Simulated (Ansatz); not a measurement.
**Cs3Bi2Br9 (P-3m1): spin-orbit coupling beyond the local functionals**

Wanted: gaps of Cs3Bi2Br9 (P-3m1) with and without spin-orbit coupling, with cost.

Method: density functionals with and without spin-orbit coupling, plane waves, PAW, in Ansatz 0.2.0.

**Experimental background.**

- Gap 2.6 eV: direct gap from Tauc plot; UV-vis diffuse reflectance, Tauc plot; powder (antisolvent-crystallized powder) (“Cs3Bi2Br9/g-C3N4 Direct Z-Scheme Heterojunction for Enhanced Photocatalytic Reduction of CO2 to CO”, 2023, pmc:10601477).

- Gap 2.5 eV: optical absorption edge; UV-visible absorption; 300 K; powder (crystalline powder) (“Pressure induced emergence of visible luminescence in Cs3Bi2Br9: Effect of structural distortion in optical behaviour”, 2020, arxiv:2009.01478).

- Gap 2.5 eV: indirect gap from Tauc plot; UV-vis diffuse reflectance, Tauc plot; powder (antisolvent-crystallized powder) (“Cs3Bi2Br9/g-C3N4 Direct Z-Scheme Heterojunction for Enhanced Photocatalytic Reduction of CO2 to CO”, 2023, pmc:10601477).

This is a report of a sequence of runs, with the program logs left out and the cost of each run kept.

## 1. The structure

It takes space group P-3m1 (No. 164, trigonal). The conventional cell has a = 7.972 Å, b = 7.972 Å, c = 9.867 Å, α = 90.00°, β = 90.00°, γ = 120.00°. Nearest to Cs lie 12 Br at 3.96 to 4.01 Å. Nearest to Cs lie 12 Br at 3.99 to 4.07 Å. Bi has 6 Br at 2.71 to 2.98 Å nearest. Nearest to Br lie 2 Bi at 2.98 Å and 4 Cs at 3.99 to 4.01 Å. Nearest to Br lie 1 Bi at 2.71 Å and 4 Cs at 3.96 to 4.07 Å. Farther neighbours, and contacts between anions beyond the nearest, are not listed.

As a file:

```cif
data_structure
_symmetry_space_group_name_H-M 'P-3m1'
_symmetry_Int_Tables_number 164
_cell_length_a 7.9720
_cell_length_b 7.9720
_cell_length_c 9.8670
_cell_angle_alpha 90.000
_cell_angle_beta 90.000
_cell_angle_gamma 120.000
_cell_volume 543.06
loop_
_atom_site_label
_atom_site_type_symbol
_atom_site_symmetry_multiplicity
_atom_site_Wyckoff_symbol
_atom_site_fract_x
_atom_site_fract_y
_atom_site_fract_z
_atom_site_occupancy
Cs1 Cs 2 d 0.66667 0.33333 0.66690 1
Cs2 Cs 1 a 0.00000 0.00000 0.00000 1
Bi1 Bi 2 d 0.66667 0.33333 0.19180 1
Br1 Br 3 e 0.50000 0.50000 0.00000 1
Br2 Br 6 i 0.33530 0.16765 0.33940 1
```

The cell and positions come from the Crystallography Open Database and are kept as given unless a step says otherwise. The default PAW set here is soft_2. Its files were made with PBE.

## 2. HSE06, 3×3×2 mesh

This step: DFT, HSE06, plane waves, PAW.

Input file input.yaml:

```yaml
crystal:
  lattice:
    - [7.972, 0.0, 0.0]
    - [-3.986, 6.903954519, 0.0]
    - [0.0, 0.0, 9.867]
  atoms:
    - { symbol: Cs, position: [0.6666666667, 0.3333333333, 0.6669] }
    - { symbol: Cs, position: [0.3333333333, 0.6666666667, 0.3331] }
    - { symbol: Cs, position: [0.0, 0.0, 0.0] }
    - { symbol: Bi, position: [0.6666666667, 0.3333333333, 0.1918] }
    - { symbol: Bi, position: [0.3333333333, 0.6666666667, 0.8082] }
    - { symbol: Br, position: [0.5, 0.5, 0.0] }
    - { symbol: Br, position: [0.5, 0.0, 0.0] }
    - { symbol: Br, position: [0.0, 0.5, 0.0] }
    - { symbol: Br, position: [0.3353, 0.16765, 0.3394] }
    - { symbol: Br, position: [0.83235, 0.16765, 0.3394] }
    - { symbol: Br, position: [0.83235, 0.6647, 0.3394] }
    - { symbol: Br, position: [0.16765, 0.3353, 0.6606] }
    - { symbol: Br, position: [0.16765, 0.83235, 0.6606] }
    - { symbol: Br, position: [0.6647, 0.83235, 0.6606] }
kpoints:
  mp_grid: { grid: [3, 3, 2] }
  band_path:
    path:
      - [0.0, 0.0, 0.0]
      - [0.5, 0.0, 0.0]
      - [0.33333333, 0.33333333, 0.0]
      - [0.0, 0.0, 0.5]
      - [0.5, 0.0, 0.5]
      - [0.33333333, 0.33333333, 0.5]
      - [0.066666666, 0.066666666, 0.0]
    npoints: 1
hamiltonian:
  xc: hse06
scf:
  occupations: { method: fixed }
  n_extra_bands: 8
output:
  eigenvalues: true
  write_density: true
  write_potential: true
  elf: true
  volumetric_format: npy
```

Started as:

```sh
ansatz run input.yaml --threads 3 --pin off --max-ram 92160MiB --backend cuda --events-out ev --progress --plain --runs-dir out --devices 1 --max-vram 13GiB
```

Run time: 70 s. Hardware: 1 × NVIDIA H100 80GB HBM3 (shared by 6 runs) with 3 threads of AMD EPYC 7R13 (Zen 3), shared host; peak memory 1.9 GiB.

This step gave:

| Item | Value |
| --- | --- |
| gap | 3.232 eV |
| valence top at | k = (0.067, 0.067, 0.000) |
| conduction bottom at | Γ |
| least direct gap | 3.236 eV |
| exact-exchange fraction | 0.25 |

The gap is indirect, with the least direct gap 0.003 eV higher.

## 3. HSE06+SOC, 3×3×2 mesh

The many-body steps leave out spin-orbit coupling, so its effect is taken from a two-component run, with twice the bands.

This step: DFT, HSE06 with spin-orbit coupling, plane waves, PAW.

input.yaml, as its differences from that of step 2:

```diff
@@ -36,8 +36,7 @@
   occupations: { method: fixed }
-  n_extra_bands: 8
+  n_extra_bands: 16
+magnetization:
+  noncollinear: true
+  spin_orbit: true
 output:
   eigenvalues: true
-  write_density: true
-  write_potential: true
-  elf: true
-  volumetric_format: npy
```

Run time: 4.5 min. Hardware: 1 × NVIDIA H100 80GB HBM3 (shared by 6 runs) with 3 threads; peak memory 4 GiB.

Read from the output:

```yaml
gap: 2.313 eV
valence_top_at: k = (0.067, 0.067, 0.000)
conduction_bottom_at: A
least_direct_gap: 2.460 eV
exact_exchange_fraction: 0.25
```

The gap stands −0.92 eV against HSE06.

## 4. Together

Times are wall times on 1 × NVIDIA H100 80GB HBM3 (shared by 6 runs) with 3 threads of AMD EPYC 7R13 (Zen 3), shared host, good to a factor of about two.

| level | gap (eV) | with coupling (eV) | change (eV) | time | with coupling |
| --- | --- | --- | --- | --- | --- |
| HSE06 | 3.23 | 2.31 | −0.92 | 70 s | 4.5 min |

## 5. Outcome

```yaml
hse06: 3.23 eV
hse06_soc: 2.31 eV
```

In words: Spin-orbit coupling changes the gap by −0.92 eV and the least direct gap by −0.78 eV. Against experiment, by HSE06+SOC: the direct gap of 2.46 eV lies −0.14 eV from the measured 2.6 eV (direct, 2023); the gap of 2.31 eV lies −0.19 eV from the measured 2.5 eV (optical, 300 K, 2020); the gap of 2.31 eV lies −0.19 eV from the measured 2.5 eV (indirect, 2023). An exciton line or allowed optical edge lies below the quasiparticle gap by the binding energy; a forbidden edge can push the onset above it. The lattice is static and excitons are left out.

[Long decimals in the printed logs are rounded to 6 places.]

[Logs are printed without paths, hosts, clocks, repeated set-up lines and the standing remarks that a program may print on its own settings, such as how far it seeks lower states.]

[Paths, hosts, dates, memory and timing lines, banners, echoed tables and standing remarks are left out of the program output; an Ansatz launch command may be rebuilt from the run's recorded settings. Measured values are a selection of at most five: reports struck by readers or far from the other reports are left out. None is set beside runs whose start may be inverted or whose files or cutoffs have a known fault.]

[Runs of the session that timed out or met a known fault of the program may be left out.]

[Cells called generated may have been cut or substituted from an entry of the Crystallography Open Database or the Materials Project.]

[Hosts, paths, dates, database ids (printed as entryN), source tags and the programs' standing remarks are cut or masked in the printed files.]

[Where the starting crystal was built by hand or by swapping elements, it need not be the compound's stable phase.]
